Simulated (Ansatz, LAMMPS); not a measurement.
# Forces and charges in aqueous Rb+ and HSO4-, 5.7 mol of salt per kg of water at 360 K (182 atoms), part 2 of 2

What does DFT give for aqueous Rb+ and HSO4-, 5.7 mol of salt per kg of water at 360 K (182 atoms) as built?

Ansatz 0.2.0; Kohn-Sham DFT, PBEsol, PAW (set soft_2), plane waves.

The cell: 69 O, 5 S, 103 H and 5 Rb. The network of contacts between molecules at the start is that of the classical potential that made the cell. The concentration wasn't checked against solubility and may exceed it. The functional has no dispersion term. The density was typed from a rule of thumb and may lie off the real one at this temperature.

So far. Step 3 (Plane-wave single point): Electrostatic potential energy in the ac plane at fractional y = 0.244, with atoms of O and S and H and Rb within 0.2 Å of it. With pseudopotentials it is smooth inside the atoms' cores, unlike the true potential.

### 3. Plane-wave single point (continued)

Valence density in the ac plane at fractional y = 0.244, with atoms of O and S and H and Rb within 0.2 Å of it. It is the smooth field of the valence electrons, not physical close to the nuclei.

Ten steps, logarithmic in the rise over the least value, from '0' (0.0 e/Å³) to '9' (6.0 e/Å³), each cell a mean:
```
00000134566653210000000000113443210
00000123468986310001222210124665420
00000011358997410012466421134665421
21100000135764200013577631113444322
54211221112221000013565421001112346
76434665310000000012332100000001367
66557998520000000012211000000001246
56667998520000001234431000000000124
67665565310000001356642100000000124
67643221100001223466653100000000124
45432123310024676654553200000000013
32222456631136998765665320000000122
53124688631125898556788531000012355
63124687521012454324687521000135788
63112444311122211012344311000136899
52111111123565421000111122110124677
22443211136777642011112233221001232
13676532246767752234444454321000000
13577642135677532357666565320000000
02356753112343211367766555420000000
01124544432111001234555666531000000
00001246764210000011223577742000000
10001257876321000000012456532000011
00000246776421000000001123221111111
```
Columns run along a (12.4 Å), rows up along c (12.4 Å). Atoms in or near the plane, at fractional coordinates: O at (0.33, 0.90), S at (0.66, 0.19), O at (0.43, 0.50), S at (0.55, 0.54), O at (0.17, 0.70), H at (0.15, 0.16), H at (0.08, 0.27), O at (0.95, 0.39), H at (0.23, 0.51), Rb at (0.35, 0.27).

Mean Löwdin charges: H +0.39, O -0.71, Rb +0.84, S +2.49 e (they miss 1.3 % of the electrons, so they add up to more than the cell's charge). The largest share in the top eV of filled states is O p (99 % of the projected weight), and in the lowest eV of empty states H s (44 % of the projected weight).

### 4. Local order

Bonds and neighbours are counted at the geometry of the runs.

Density 1.58 g/cm³, 10.36 Å³ an atom.

g(r), total and by pair (bins of 0.2 Å):

```tsv
r (Å)	total	H-H	H-O	H-Rb	H-S	O-O	O-Rb
0.90	2.52	0.00	5.90	0.00	0.00	0.00	0.00
1.10	2.15	0.00	5.00	0.00	0.00	0.00	0.00
1.30	0.02	0.00	0.00	0.00	0.00	0.00	0.00
1.50	0.44	0.00	0.18	0.00	0.00	0.00	0.00
1.70	1.48	2.77	1.30	0.00	0.00	0.00	0.00
1.90	0.51	0.50	0.78	0.00	0.37	0.00	0.00
2.10	0.33	0.48	0.31	0.00	1.32	0.00	0.00
2.30	0.61	1.03	0.34	0.00	0.26	0.86	0.00
2.50	0.82	1.19	0.59	0.00	0.90	1.08	0.00
2.70	0.95	0.89	0.61	0.40	2.58	1.89	2.04
2.90	1.11	1.02	1.06	0.68	1.92	1.31	2.56
3.10	1.23	1.11	1.21	1.35	1.07	1.34	3.94
3.30	1.19	0.79	1.39	2.63	0.55	1.33	1.02
3.50	1.12	0.89	1.32	2.03	0.69	1.01	0.70
3.70	1.08	1.17	1.00	1.90	1.14	0.80	0.47
3.90	1.10	1.06	1.18	1.55	1.44	0.87	0.71
4.10	0.95	0.99	0.91	0.88	1.49	0.88	0.51
4.30	0.99	1.02	0.99	1.02	0.96	0.88	1.05
4.50	0.89	0.98	0.85	0.43	1.21	0.90	0.53
4.70	0.94	0.97	0.92	0.66	0.72	1.04	1.19
4.90	0.98	0.95	1.00	0.79	0.61	1.11	1.53
5.10	0.94	0.97	0.92	0.96	0.95	0.92	1.07
5.30	1.02	0.92	1.07	1.09	0.89	1.07	1.32
5.50	1.02	0.96	0.99	1.20	1.25	1.18	0.79
5.70	0.99	1.01	0.99	0.72	0.95	1.01	1.07
5.90	1.00	1.04	1.00	1.22	0.83	0.90	1.19
6.10	0.98	1.06	0.96	1.25	0.71	0.90	0.83
```

Bonds by pair of elements; cutoffs follow the first minimum of g(r), held within bounds set by covalent radii, and pairs that aren't listed don't count as bonded:

```tsv
pair A-B	cutoff (Å)	bonds	mean length (Å)	spread (Å)	shortest (Å)	B about A	A about B
H-O	1.21	103	1	0.005	0.978	1	1.49
O-Rb	3.38	38	2.98	0.157	2.67	0.551	7.6
O-S	2.02	20	1.48	0.066	1.39	0.29	4
```

How many atoms have how many bonded neighbours:

```tsv
element	mean	1	2	3	4	5	7	8	9
H	1	103	0	0	0	0	0	0	0
O	2.33	10	32	22	4	1	0	0	0
Rb	7.6	0	0	0	0	0	3	1	1
S	4	0	0	0	5	0	0	0	0
```

Bond angles, per cent of each kind in bins of 5°:

```tsv
angle (°)	H-O-Rb	H-O-H	O-S-O
65–70	1.6	0.0	0.0
70–75	4.7	0.0	0.0
75–80	1.6	0.0	0.0
80–85	4.7	0.0	0.0
85–90	4.7	0.0	0.0
90–95	6.2	0.0	0.0
95–100	7.8	0.0	6.7
100–105	7.8	0.0	30.0
105–110	9.4	100.0	13.3
110–115	9.4	0.0	36.7
115–120	9.4	0.0	6.7
120–125	1.6	0.0	6.7
125–130	10.9	0.0	0.0
130–135	6.2	0.0	0.0
135–140	3.1	0.0	0.0
140–145	0.0	0.0	0.0
145–150	3.1	0.0	0.0
150–155	1.6	0.0	0.0
155–160	3.1	0.0	0.0
160–165	3.1	0.0	0.0
```

Bond angles (no mean is given where the spread exceeds 20°):

```tsv
angle	count	mean (°)	spread (°)
H-O-Rb	64	-	-
H-O-H	49	110	0
O-S-O	30	109	6.5
Rb-O-Rb	7	97	5.9
```

Hydrogen bonds between water molecules (O–O under 3.5 Å, H–O···O angle under 30°):

```tsv
hydrogen bonds to other water	molecules
0	2
1	14
2	19
3	10
4	4
```

First shells of the ions:

```tsv
ion	count	shell	mean number
Rb	5	water O within 3.8 A	7.8
```

Bond length by coordination (bonds to H left out):

```tsv
element	coordination	atoms	mean bond length (Å)
O	1	10	1.44
O	2	8	2.00
O	3	22	2.9
O	4	4	3.00
O	5	1	3.01
Rb	7	3	2.99
Rb	8	1	2.95
Rb	9	1	2.99
```

By these cutoffs all H atoms have 1, 46 % of O atoms have 2, 60 % of Rb atoms have 7 and all S atoms have 4 bonded neighbours. The 49 water molecules hold 2 hydrogen bonds each to other water on average, with a mean O–O distance of 2.88 Å. Ion shells in this frame: Rb 7.8 (water O within 3.8 Å).

Local excerpt of 13 atoms (numbers count through the whole input) about S8, which bears the longest force; x, y, z are measured from there.

```tsv
atom	x	y	z	distance (Å)	bonds	Löwdin charge (e)	Fx	Fy	Fz (eV/Å)
S8	0.00	0.00	0.00	0.00	4	2.51	5.86	1.35	-1.35
O10	-1.34	0.37	0.10	1.39	2	-0.77	-5.22	1.59	-0.38
O11	0.23	-1.34	0.44	1.43	1	-0.75	0.37	-3.38	-0.12
O9	0.71	0.34	-1.24	1.47	2	-0.76	-1.05	-0.20	1.11
O7	0.75	0.82	1.11	1.57	2	-0.67	-0.13	0.90	0.89
H12	0.20	0.70	1.97	2.09	1	0.38	0.73	-0.13	-0.66
H140	-1.21	-1.94	1.03	2.51	1	0.37	-0.39	-0.92	-0.37
H66	-1.53	2.11	0.70	2.70	1	0.36	0.15	0.82	0.84
H96	1.21	-2.24	-0.94	2.71	1	0.38	0.58	-0.28	-0.64
H59	-0.65	-1.94	-1.84	2.76	1	0.38	-0.58	0.18	-1.34
H53	0.65	2.41	-1.31	2.82	1	0.39	1.23	0.21	-0.57
H56	-2.09	1.42	-1.41	2.89	1	0.39	-0.34	-0.30	-1.05
H107	1.42	-1.79	1.84	2.94	1	0.39	-0.55	-0.31	1.03
```

The column of bonds counts only the pairs H-O within 1.21 Å, O-Rb within 3.38 Å, O-S within 2.02 Å; other neighbours, such as metal atoms beside each other in a compound, aren't counted, and periodic images can show an atom twice.

### 5. Summary of results

* free energy per atom: -334.2902 eV/atom
* pressure: -0.1546 GPa
* r.m.s. force component: 0.7465 eV/Å
* gap (highest filled to lowest empty level): 3.608 eV
* wall time of the 1 DFT run: 27 s

What this shows: Between filled and empty levels lie 3.61 eV (at Γ alone); a semilocal functional tends to put such gaps too low. In a disordered cell it changes from sample to sample and from frame to frame. With the cutoffs above, all H atoms have 1, 46 % of O atoms have 2, 60 % of Rb atoms have 7 and all S atoms have 4 bonded neighbours. The 49 water molecules hold 2 hydrogen bonds each to other water on average, with a mean O–O distance of 2.88 Å.

**Limits.** The force components of 0.75 eV/Å r.m.s. come partly from thermal motion and partly from the difference between the classical potential and DFT, above all in bond lengths inside molecules. The pressure of a single frame lacks the kinetic term.

[Logs are printed without paths, hosts, clocks, repeated set-up lines and the standing remarks that a program may print on its own settings, such as how far it seeks lower states.]

[Hosts, paths, dates, database ids (printed as entryN), source tags and the programs' standing remarks are cut or masked in the printed files.]
